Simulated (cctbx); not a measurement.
## Accept or mend?

Cell a = 4.4510 Å, b = 4.4510 Å, c = 7.1420 Å, α = 90.00°, β = 90.00°, γ = 120.00°; space group P6_3mc (no. 186). The compound is DyZrCu.

The data are simulated with cctbx, not measured: Mo Kα, λ = 0.71073 Å, to d = 0.6 Å, 50 % of the full sphere, strongest reflection 40000 counts, noise from counting, a 2 % proportional error and a noise floor of 2 counts (s.d.); no absorption.

An anisotropic refinement with weights 1/σ² prints:

```text
Rint 0.017, 254 unique reflections to 0.60 A
cycle     R1     wR2    GooF  max shift (A)
   1  0.0546  0.1465   8.604   0.02180
   3  0.0181  0.0472   2.770   0.00034
final R1 0.0182 wR2 0.0472 GooF 2.770  parameters 9  data/parameter 28.2
atom        x        y        z      Ueq    occ   su(xyz)  su(Uiso or U11)
Dy1    0.00000  0.00000  0.49537   0.0048  1.000  0.00016  0.0001
Zr1    0.33333  0.66667  0.73020   0.0169  1.000  0.00036  0.0002
Cu1    0.66667  0.33333  0.81393   0.0171  1.000  0.00031  0.0005
difference map: max 1.38 min -2.67 rms 0.26
Q1    0.3333  0.6667  0.1031    2    1.38  1.51 A from Cu1
Q2    0.0000  0.0000  0.9994    2    1.11  0.03 A from Dy1
Q3    0.3333  0.6667  0.3866    2    1.07  0.52 A from Cu1
Q4    0.0000  0.0000  0.3309    2    0.87  1.17 A from Dy1
Q5    0.1215  0.5608  0.7356    6    0.81  0.82 A from Zr1
Q6    0.2126  0.6063  0.2048    6    0.60  0.91 A from Cu1
```

**Question.** Can this result stand? If not, what is the likely fault?

Mend it. The fault: anomalous dispersion left out. Against the right model at the same level, R1 goes from 0.0073 to 0.0182 and GooF from 0.97 to 2.77, U of Zr1 swells from 0.0106 to 0.0169 Å², the top difference peak, 1.4 e/Å³, lies 1.51 Å from Cu1 and a hole of -2.7 e/Å³ opens. No atom is wrong: without f′ and f″ the atoms near an edge get the wrong scattering power, which U and the scale absorb. The signs are weak, and the output alone doesn't single this fault out.

The compound is DyZrCu. The right model at the same level gives:

```text
Rint 0.017, 254 unique reflections to 0.60 A
cycle     R1     wR2    GooF  max shift (A)
   1  0.0140  0.0400   2.348   0.01036
   2  0.0073  0.0165   0.970   0.00001
final R1 0.0073 wR2 0.0165 GooF 0.970  parameters 9  data/parameter 28.2
atom        x        y        z      Ueq    occ   su(xyz)  su(Uiso or U11)
Dy1    0.00000  0.00000  0.49645   0.0053  1.000  0.00005  0.0000
Zr1    0.33333  0.66667  0.72732   0.0106  1.000  0.00011  0.0001
Cu1    0.66667  0.33333  0.81382   0.0209  1.000  0.00011  0.0002
Flack x: 0.02(3)
Hooft y: 0.015(17)  Bijvoet pairs: 116
difference map: max 0.47 min -0.48 rms 0.10
Q1    0.2420  0.4840  0.5035    6    0.49  1.53 A from Cu1
Q2    0.0701  0.5351  0.6781    6    0.41  1.07 A from Zr1
Q3    0.0772  0.5386  0.7946    6    0.40  1.10 A from Zr1
Q4    0.1697  0.3395  0.7363    6    0.36  1.26 A from Zr1
Q5    0.2354  0.4708  0.9911    6    0.35  1.82 A from Dy1
Q6    0.1333  0.2665  0.0274    6    0.27  1.05 A from Dy1
```

This is a model crystal, built by substitution and not relaxed, with assumed displacement parameters.

[Middle refinement cycles are left out of these outputs.]

[Logs are printed without paths, hosts, clocks, repeated set-up lines and the standing remarks that a program may print on its own settings, such as how far it seeks lower states.]
